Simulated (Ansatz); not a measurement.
# TlSe4Cl (built on the sites of a database entry of TlClO4): phonons and vibrational spectra, part 2 of 2

Aim: the vibrations of TlSe4Cl (built on the sites of a database entry of TlClO4), their spectra, and whether the structure is stable.

Ansatz 0.2.0; DFT PBEsol, scalar-relativistic, plane waves, PAW.

So far. Step 4 (Tight relaxation): The largest force component left is 0.86 meV/Å and the pressure is -0.007 GPa, within the tolerances set. The cell now holds 38.10 Å³/atom. Step 5 (Zone-centre response): Before it was imposed, the acoustic sum rule was missed by 3.1e-5 eV/Å². Small misses are needed for a sound result but don't prove that mesh and cutoff are converged. The lowest optical mode is imaginary, 125.3i cm⁻¹, so the energy falls along it. The relaxed cell has a = 9.706 Å (conventional setting).

The structure was built from a prototype and need not be the compound's stable phase.

### Step 6. Response at finite wavevector

Stability and thermal properties need the whole zone. Linear response on a 2×2×2 q mesh gives force constants as far as a supercell of that size would.

Input file input.yaml:

```yaml
crystal:
  lattice:
    - [0.0, 4.8529202603, 4.8529202603]
    - [4.8529202603, 0.0, 4.8529202603]
    - [4.8529202603, 4.8529202603, 0.0]
  atoms:
    - { symbol: Tl, position: [0.5, 0.5, 0.5] }
    - { symbol: Cl, position: [0.0, 0.0, 0.0] }
    - { symbol: Se, position: [0.1510856002, 0.1510856002, 0.1510856002] }
    - { symbol: Se, position: [0.5467431995, 0.1510856002, 0.1510856002] }
    - { symbol: Se, position: [0.1510856002, 0.1510856002, 0.5467431995] }
    - { symbol: Se, position: [0.1510856002, 0.5467431995, 0.1510856002] }
kpoints:
  mp_grid: { grid: [6, 6, 6] }
hamiltonian:
  xc: pbesol
scf:
  occupations: { method: methfessel_paxton, width: 0.2 }
output:
  eigenvalues: true
phonons:
  method: dfpt
  qmesh: [2, 2, 2]
  temperatures: { t_max: 1000, t_step: 50 }
  qpath:
    path:
      - [[0.0, 0.0, 0.0], [-0.5, -0.5, 0.0], [-0.375, -0.375, 0.25]]
      - [[-0.375, 0.0, 0.375], [0.0, 0.0, 0.0], [0.0, 0.0, 0.5], [-0.5, -0.25, 0.25], [-0.5, -0.5, 0.0]]
    npoints: 10
```

Run with:

```bash
$ ansatz run input.yaml --threads 8 --pin off --max-ram 14336MiB --backend cpu --events-out ev --progress --plain --runs-dir out
```

Numbers of over 12 decimals in the logs are rounded to 6 here.

The program printed:

```text
Warning: phonons: the dynamical matrix that this run interpolates holds no multipole term above the dipole-dipole one, and a site of this crystal is no centre of inversion, so its interpolated transverse optical and acoustic branches and sound speeds can stay off near Gamma, and the density of states and the thermodynamics with them. What a run solves at a wave vector of phonons.qpoints, Gamma apart, where the deck admits one, is free of this, and under fd what a larger phonons.supercell samples
[...]
Crystal: 6 atoms, lattice volume = 228.581 Å³
Basis set: ecut = 420 eV, 4477 PW (Γ), exchange–correlation on 96×96×96 points (8 copies of the dense FFT grid, shifted against one another)
Bands: 51, of which v1, the nominal top of the filled ones, is band 42 counted from 1 (41 counted from 0)
Symmetry: 24 space group operations
k-points: 16 of 216 (time reversal used)
[...]
SCF iter   1: F=—  HF=-34050.364824 eV  |F-HF|=—  |Δ(HF+E_count)|=         —  Δρ=4.67e-3  dr2=9.41e-2  ethr=1.77e-3  ⟨swp⟩=7.2  Hψ=3154  notcnv=0
[...]
SCF iter  11: F=-34050.350806 eV  HF=-34050.350806 eV  |F-HF|=1.46e-11  |Δ(HF+E_count)|=    0.00e0  S|Δr|=    0.00e0  Δρ=3.95e-8  dr2=7.63e-12  ethr=1.00e-12  ⟨swp⟩=10.8  Hψ=4244  notcnv=0
SCF 1 converged in 11 iterations: F = -34050.350806 eV  dr2 = 7.63e-12
[...]
SCF iter   6: F=-34050.350806 eV  HF=-34050.350806 eV  |F-HF|=1.46e-11  |Δ(HF+E_count)|=  7.28e-12  S|Δr|=    0.00e0  Δρ=2.60e-8  dr2=1.06e-12  ethr=1.00e-12  ⟨swp⟩=3.0  Hψ=2099  notcnv=0
SCF 2 converged in 6 iterations: F = -34050.350806 eV  dr2 = 1.06e-12
[...]
phonons: the bands overlap, so this run is a metal and interpolates without the dipole-dipole term. If the crystal is really an insulator or semiconductor, its LO-TO splitting is missing
NSCF: frozen V_eff on 16 k-points
WARN: eigensolver did not converge (k=0): 1 band(s) unlocked after 20 sweeps at ethr=1.32e-12 eV (storage-precision floor; scheduled 1.00e-12 eV) (lowest unlocked band 50, counted from 0; max residual 4.83e-5 eV among the unlocked bands, 4.83e-5 eV over every band; other slots of this pass that fall short are told together in one closing line; warning suppressed until the next SCF loop or pass starts)
WARN: eigensolver did not converge in 9 slots of this pass, the one above among them; of largest residual over every band (k=3): 1 band(s) unlocked (lowest unlocked band 50, counted from 0; max residual 8.61e-4 eV among the unlocked bands, 8.61e-4 eV over every band); of lowest unlocked band (k=0): band 50
[...]
DFPT response loops at q = (0, 0, 0) (fractional): preconditioner auto → none (partly filled bands, converged f_vac=0.258); β = 0.50; Broyden in place of MSR1
[...]
SCF converged after 11 iterations
[...]
Free energy (F): -34050.350806 eV
[...]
Internal energy: -34050.343381 eV  (E = F + TS)
E sigma→0 (E₀):  -34050.348950 eV
Entropy (-TS):   -0.007425 eV (-1.238 meV/atom)
Fermi energy:    4.040424 eV
[...]
--- Band table (eV; the first three rows and the last of 16) ---
  k-point 0: bands = [... 38 lower, 1.6157, 1.6157, 4.3607, 4.3607, 4.3607, 5.0797, 5.0797, 5.0797, ... 5 higher]
  k-point 1: bands = [... 38 lower, 1.5637, 1.6512, 4.1362, 4.1362, 4.3640, 5.0155, 5.2170, 5.2170, ... 5 higher]
  k-point 2: bands = [... 38 lower, 1.3816, 1.5379, 3.8994, 3.8994, 4.3705, 4.9620, 5.3175, 5.3175, ... 5 higher]
  k-point 15: bands = [... 38 lower, 1.4492, 2.0270, 3.5043, 3.8048, 4.0092, 4.6223, 5.4412, 5.8455, ... 5 higher]
--- Phonons (Γ-DFPT): 3 representative perturbations + reference (Σ response iterations 9) ---
  ASR residual: 3.143e-5 → 0.000e0 eV/Å²; symmetrization residual: 2.364e-6 eV/Å²
  ASR residual per site (eV/Å²): 8.13e-6 1.86e-5 3.14e-5 3.14e-5 3.14e-5 3.14e-5
[...]
--- Phonons (arbitrary-q DFPT): 3 irreducible q on the 2×2×2 mesh ---
  q = [0.0000, 0.0000, 0.0000] (star 1, of the zone-centre solve; hermiticity 1.79e-6, symmetrization 9.65e-12): -125.27 -125.27 -125.27 -116.86 -116.86 -33.75 -33.75 -33.75 -13.31 -13.31 -13.31 0.00 0.00 0.00 149.66 149.66 149.66 234.78
  q = [0.0000, 0.0000, -0.5000] (star 4, 5 solved perturbations in 384 linear systems a pass and spin channel, the states on 112 of 216 k-point pairs; hermiticity 7.02e-6, symmetrization 3.49e-11): -154.28 -144.88 -144.88 -108.90 -108.90 -69.86 -69.86 -35.46 -29.83 -29.83 -22.81 5.58 5.58 45.35 152.07 152.07 155.97 233.21
[...]
sum rule: each row above includes the acoustic sum rule's correction from the zone centre's row sums; it moved no ω² by more than (0.38 cm⁻¹)²
  mesh force constants: q→R imaginary residual 1.77e-17; ASR residual 3.143e-5 → 0.000e0 eV/Å²; symmetrization residual 2.665e-15 eV/Å²
  interpolated dispersion: 62 rows × 18 modes
  density of states and harmonic sums: on the 12×12×12 q-mesh, interpolated from the force constants of a 2×2×2 supercell (no non-analytic term)
  largest difference from the sums on the solved wave vectors: F 3.50e-1 eV, S 4.28e-4 and C_V 7.84e-5 eV/K
  zero-point energy: 0.046258 eV/cell   skipped modes (ω ≤ 0): 880, of them read as no rigid motion or as one in doubt: 877 (1.228e1 modes/cell left out, lowest -168.32 cm⁻¹)   left out of the sums: 6.82e-1 of the cell's modes: C_V's classical limit lies that fraction below 3 k_B per atom; for a crystal, a wire or a layer, F and S can be off by more, and a phonons.interpolated_qmesh denser along its periods is the remedy for the sampling
```

It took 2.8 min on 8 threads of Arm Neoverse V2, shared host; peak memory 3.4 GiB; 21 min of CPU time.

Numbers from this step:

```yaml
sum_rule_residual_before_enforcement: 3.14e-5 eV/Å²
lowest_frequency_on_the_path: -168.3 cm⁻¹
highest_frequency_on_the_path_or_at_a_solved_wavevector: 234.8 cm⁻¹
lowest_mode_on_the_q_mesh_acoustic_modes_at_gamma_apart: -168.3 cm⁻¹
```

Frequencies (cm⁻¹) solved at each irreducible wavevector; negative means imaginary. Frequencies by wavevector, by row:

| q in reciprocal lattice units | star | mode 1 | mode 2 | mode 3 | mode 4 | mode 16 | mode 17 | mode 18 |
| --- | --- | --- | --- | --- | --- | --- | --- | --- |
| 0 0 0 | 1 | -125.3 | -125.3 | -125.3 | -116.9 | 149.7 | 149.7 | 234.8 |
| 0 0 -0.5 | 4 | -154.3 | -144.9 | -144.9 | -108.9 | 152.1 | 156 | 233.2 |
| 0 -0.5 -0.5 | 3 | -168.3 | -168.3 | -123.5 | -123.5 | 152.9 | 157.1 | 233.5 |

Interpolated from a 2×2×2 q mesh. Phonon branches along the path, in cm⁻¹:

| point | branch 1 | branch 2 | branch 3 | branch 4 | branch 15 | branch 16 | branch 17 | branch 18 |
| --- | --- | --- | --- | --- | --- | --- | --- | --- |
| Γ | -125 | -125 | -125 | -117 | 150 | 150 | 150 | 235 |
| halfway | -148 | -148 | -124 | -120 | 152 | 152 | 156 | 233 |
| X | -168 | -168 | -124 | -124 | 153 | 153 | 157 | 234 |
| halfway | -168 | -166 | -127 | -122 | 146 | 153 | 164 | 233 |
| U | -165 | -160 | -134 | -118 | 141 | 153 | 169 | 232 |
| jump to K | -165 | -160 | -134 | -118 | 141 | 153 | 169 | 232 |
| halfway | -148 | -140 | -135 | -116 | 147 | 152 | 160 | 233 |
| Γ | -125 | -125 | -125 | -117 | 150 | 150 | 150 | 235 |
| halfway | -141 | -135 | -135 | -114 | 151 | 151 | 155 | 233 |
| L | -154 | -145 | -145 | -109 | 152 | 152 | 156 | 233 |
| halfway | -160 | -151 | -141 | -113 | 141 | 153 | 168 | 232 |
| W | -166 | -157 | -138 | -117 | 137 | 155 | 171 | 231 |
| halfway | -167 | -164 | -130 | -121 | 143 | 154 | 166 | 232 |
| X | -168 | -168 | -124 | -124 | 153 | 153 | 157 | 234 |

Tetrahedra on a 12×12×12 mesh, mean over bins of 5 cm-1. Interpolated from a 2×2×2 q mesh. Table of phonon density of states by wavenumber; read off at these points:

| wavenumber (cm⁻¹) | phonon density of states (1/cm⁻¹/cell) |
| --- | --- |
| -168 | 0.0283 |
| -152 | 0.0752 |
| -138 | 0.0845 |
| -128 | 0.0478 |
| -112 | 0.0958 |
| -108 | 0.120 |
| -98 | 0.00777 |
| -82 | 0 |
| -68 | 0.219 |
| -58 | 0.0643 |
| -42 | 0.0395 |
| -28 | 0.267 |
| -12 | 0.0366 |
| 2 | 0.0438 |
| 12 | 0.0489 |
| 28 | 0.00664 |
| 42 | 0.0224 |
| 58 | 0.0379 |
| 68 | 0 |
| 82 | 0 |
| 98 | 0 |
| 112 | 0 |
| 128 | 0 |
| 138 | 0.0218 |
| 152 | 0.233 |
| 168 | 0.0772 |
| 182 | 0 |
| 198 | 0 |
| 208 | 0 |
| 222 | 0 |
| 232 | 0.200 |
| 238 | 2.2e-4 |

The partial phonon density of states has structure finer than the step of the table below, so its rows give means over 20 cm⁻¹, whole bins alone (the curve runs from -178 to 252 cm⁻¹). Peaks (cm⁻¹: height): Cl 151.8: 0.144; Se -140.0: 0.0783, -113.0: 0.108, -67.1: 0.143, -29.2: 0.0979, 54.5: 0.0501, 151.8: 0.0270, 232.9: 0.111; Tl -31.9: 0.183.

Phonopy on the run's constants, 11x11x11 mesh, Gaussian sigma 3.1 cm-1. Interpolated from a 2×2×2 q mesh. The partial phonon density of states by wavenumber; means over each step; values in 1/cm⁻¹/cell:

| wavenumber (cm⁻¹) | Cl | Se | Tl |
| --- | --- | --- | --- |
| -160 | 0.00492 | 0.0606 | 1.0e-4 |
| -140 | 0.00203 | 0.0663 | 3.8e-4 |
| -120 | 5.6e-4 | 0.0735 | 5.6e-4 |
| -100 | 2.1e-4 | 0.0392 | 2.2e-4 |
| -80 | 3.0e-4 | 0.0169 | 9.2e-4 |
| -60 | 0.00124 | 0.0828 | 0.00623 |
| -40 | 0.00165 | 0.0534 | 0.0726 |
| -20 | 0.00279 | 0.0526 | 0.0509 |
| 0 | 0.00287 | 0.0293 | 0.0120 |
| 20 | 0.00113 | 0.0130 | 0.00382 |
| 40 | 8.3e-4 | 0.0201 | 0.00115 |
| 60 | 3.8e-4 | 0.0222 | 9.1e-4 |
| 80 | 0 | 8.0e-7 | 0 |
| 100 | 0 | 0 | 0 |
| 120 | 2.2e-5 | 3.1e-6 | 0 |
| 140 | 0.0452 | 0.00811 | 8.2e-5 |
| 160 | 0.0746 | 0.0147 | 4.0e-5 |
| 180 | 0.00612 | 0.00121 | 1.3e-6 |
| 200 | 0 | 0 | 0 |
| 220 | 0.00134 | 0.0113 | 2.0e-5 |
| 240 | 0.00372 | 0.0335 | 5.7e-5 |

Symmetry leaves 3 wavevectors to solve. The lowest mode among them, the acoustic zeros apart, lies at q = (0, -0.5, -0.5) and is imaginary, 168.3i cm⁻¹, so the energy falls along it.

### Step 7. Another isotope, element Cl, natural mass 35.45 amu

An isotope changes the mass and not the force constants, so no new electronic calculation is needed; the shifts show which modes move this element.

The same force constants with the mass of Cl changed from 35.450 to 36.966 u (phonopy, no LO-TO term). Both lists are sorted by frequency; levels can cross, so a row need not hold one and the same mode. Modes under 3 cm⁻¹ are left out. Isotope shifts, by row, the first 40 of 51 rows:

| q | rank | natural mass (cm⁻¹) | changed mass (cm⁻¹) |
| --- | --- | --- | --- |
| 0 0 0 | 1 | -125.3 | -125.2 |
| 0 0 0 | 2 | -125.3 | -125.2 |
| 0 0 0 | 3 | -125.3 | -125.2 |
| 0 0 0 | 4 | -116.9 | -116.9 |
| 0 0 0 | 5 | -116.9 | -116.9 |
| 0 0 0 | 6 | -33.75 | -33.73 |
| 0 0 0 | 7 | -33.75 | -33.73 |
| 0 0 0 | 8 | -33.75 | -33.73 |
| 0 0 0 | 9 | -13.31 | -13.31 |
| 0 0 0 | 10 | -13.31 | -13.31 |
| 0 0 0 | 11 | -13.31 | -13.31 |
| 0 0 0 | 15 | 149.7 | 146.8 |
| 0 0 0 | 16 | 149.7 | 146.8 |
| 0 0 0 | 17 | 149.7 | 146.8 |
| 0 0 0 | 18 | 234.8 | 234.8 |
| 0 0 -0.5 | 1 | -154.3 | -154.1 |
| 0 0 -0.5 | 2 | -144.9 | -144.8 |
| 0 0 -0.5 | 3 | -144.9 | -144.8 |
| 0 0 -0.5 | 4 | -108.9 | -108.9 |
| 0 0 -0.5 | 5 | -108.9 | -108.9 |
| 0 0 -0.5 | 6 | -69.86 | -69.84 |
| 0 0 -0.5 | 7 | -69.86 | -69.84 |
| 0 0 -0.5 | 8 | -35.46 | -35.46 |
| 0 0 -0.5 | 9 | -29.83 | -29.82 |
| 0 0 -0.5 | 10 | -29.83 | -29.82 |
| 0 0 -0.5 | 11 | -22.81 | -22.81 |
| 0 0 -0.5 | 12 | 5.58 | 5.57 |
| 0 0 -0.5 | 13 | 5.58 | 5.57 |
| 0 0 -0.5 | 14 | 45.35 | 45.32 |
| 0 0 -0.5 | 15 | 152.1 | 149.4 |
| 0 0 -0.5 | 16 | 152.1 | 149.4 |
| 0 0 -0.5 | 17 | 156 | 153.4 |
| 0 0 -0.5 | 18 | 233.2 | 232.7 |
| 0 -0.5 -0.5 | 1 | -168.3 | -168 |
| 0 -0.5 -0.5 | 2 | -168.3 | -168 |
| 0 -0.5 -0.5 | 3 | -123.5 | -123.5 |
| 0 -0.5 -0.5 | 4 | -123.5 | -123.4 |
| 0 -0.5 -0.5 | 5 | -95.78 | -95.78 |
| 0 -0.5 -0.5 | 6 | -71.55 | -71.48 |
| 0 -0.5 -0.5 | 7 | -71.55 | -71.48 |

A mode of this element alone would shift by -2.07 %. The highest zone-centre frequency without the field goes from 234.8 to 234.8 cm⁻¹ (+0.0 %).

### Step 8. Isotope substitution, element Se, natural mass 78.971 amu

The same for Se, from 78.97 to 81.92 u.

A mode of this element alone would shift by -1.81 %. The highest zone-centre frequency without the field goes from 234.8 to 230.5 cm⁻¹ (-1.8 %).

### Step 9. Isotope substitution, element Tl, natural mass 204.38 amu

The same for Tl, from 204.38 to 202.97 u.

The same force constants with the mass of Tl changed from 204.380 to 202.972 u (phonopy, no LO-TO term). Both lists are sorted by frequency; levels can cross, so a row need not hold one and the same mode. Modes under 3 cm⁻¹ are left out. Isotope shifts, by row, the first 40 of 51 rows:

| q | rank | natural mass (cm⁻¹) | changed mass (cm⁻¹) |
| --- | --- | --- | --- |
| 0 0 0 | 1 | -125.3 | -125.3 |
| 0 0 0 | 2 | -125.3 | -125.3 |
| 0 0 0 | 3 | -125.3 | -125.3 |
| 0 0 0 | 4 | -116.9 | -116.9 |
| 0 0 0 | 5 | -116.9 | -116.9 |
| 0 0 0 | 6 | -33.75 | -33.82 |
| 0 0 0 | 7 | -33.75 | -33.82 |
| 0 0 0 | 8 | -33.75 | -33.82 |
| 0 0 0 | 9 | -13.31 | -13.31 |
| 0 0 0 | 10 | -13.31 | -13.31 |
| 0 0 0 | 11 | -13.31 | -13.31 |
| 0 0 0 | 15 | 149.7 | 149.7 |
| 0 0 0 | 16 | 149.7 | 149.7 |
| 0 0 0 | 17 | 149.7 | 149.7 |
| 0 0 0 | 18 | 234.8 | 234.8 |
| 0 0 -0.5 | 1 | -154.3 | -154.3 |
| 0 0 -0.5 | 2 | -144.9 | -144.9 |
| 0 0 -0.5 | 3 | -144.9 | -144.9 |
| 0 0 -0.5 | 4 | -108.9 | -108.9 |
| 0 0 -0.5 | 5 | -108.9 | -108.9 |
| 0 0 -0.5 | 6 | -69.86 | -69.88 |
| 0 0 -0.5 | 7 | -69.86 | -69.88 |
| 0 0 -0.5 | 8 | -35.46 | -35.58 |
| 0 0 -0.5 | 9 | -29.83 | -29.9 |
| 0 0 -0.5 | 10 | -29.83 | -29.9 |
| 0 0 -0.5 | 11 | -22.81 | -22.81 |
| 0 0 -0.5 | 12 | 5.58 | 5.59 |
| 0 0 -0.5 | 13 | 5.58 | 5.59 |
| 0 0 -0.5 | 14 | 45.35 | 45.36 |
| 0 0 -0.5 | 15 | 152.1 | 152.1 |
| 0 0 -0.5 | 16 | 152.1 | 152.1 |
| 0 0 -0.5 | 17 | 156 | 156 |
| 0 0 -0.5 | 18 | 233.2 | 233.2 |
| 0 -0.5 -0.5 | 1 | -168.3 | -168.3 |
| 0 -0.5 -0.5 | 2 | -168.3 | -168.3 |
| 0 -0.5 -0.5 | 3 | -123.5 | -123.5 |
| 0 -0.5 -0.5 | 4 | -123.5 | -123.5 |
| 0 -0.5 -0.5 | 5 | -95.78 | -95.78 |
| 0 -0.5 -0.5 | 6 | -71.55 | -71.56 |
| 0 -0.5 -0.5 | 7 | -71.55 | -71.56 |

A mode of this element alone would shift by +0.35 %. The highest zone-centre frequency without the field goes from 234.8 to 234.8 cm⁻¹ (+0.0 %).

### Step 10. What came out

| Quantity | Value |
| --- | --- |
| space group after relaxation (within 0.01 Å) | F-43m |
| volume per atom | 38.1 Å³ |
| electronic character | no gap on this mesh |
| highest optical mode at the zone centre (no LO-TO term) | 235 cm⁻¹ |
| lowest optical zone-centre mode | -125 cm⁻¹ |
| lowest mode on the q mesh (acoustic modes at Γ apart) | -168 cm⁻¹ |
| highest frequency on the path or at a solved wavevector | 235 cm⁻¹ |
| imaginary modes on the 2×2×2 q mesh | yes |

In words: Modes are clearly imaginary (beyond 10i cm⁻¹) at 3 of the 3 irreducible wavevectors, most at q = (0, -0.5, -0.5) (168.3i cm⁻¹), so this structure is not a minimum of the energy. The optical modes at Γ span -125 to 235 cm⁻¹ (negative means imaginary). The highest mode in this list at Γ, 234.8 cm⁻¹, is mostly motion of Se (100 % of the kinetic energy). With no gap, or one that is small against the smearing, the frequencies hang on the k mesh and the smearing, most of all near Kohn anomalies. A semilocal functional can close a gap that the real compound would have, so the metallic treatment may be an artefact of the level. Spin-orbit coupling is left out, which can matter for the heavy elements here. A phonon run warned that its eigensolver left some bands unconverged in a pass. The starting cell was built on a prototype and not taken from a measurement, so the phase need not exist. These are harmonic frequencies at zero temperature: anharmonic shifts, linewidths and thermal expansion are left out.

[Logs are printed without paths, hosts, clocks, repeated set-up lines and the standing remarks that a program may print on its own settings, such as how far it seeks lower states.]

[Hosts, paths, dates, database ids (printed as entryN), source tags and the programs' standing remarks are cut or masked in the printed files.]
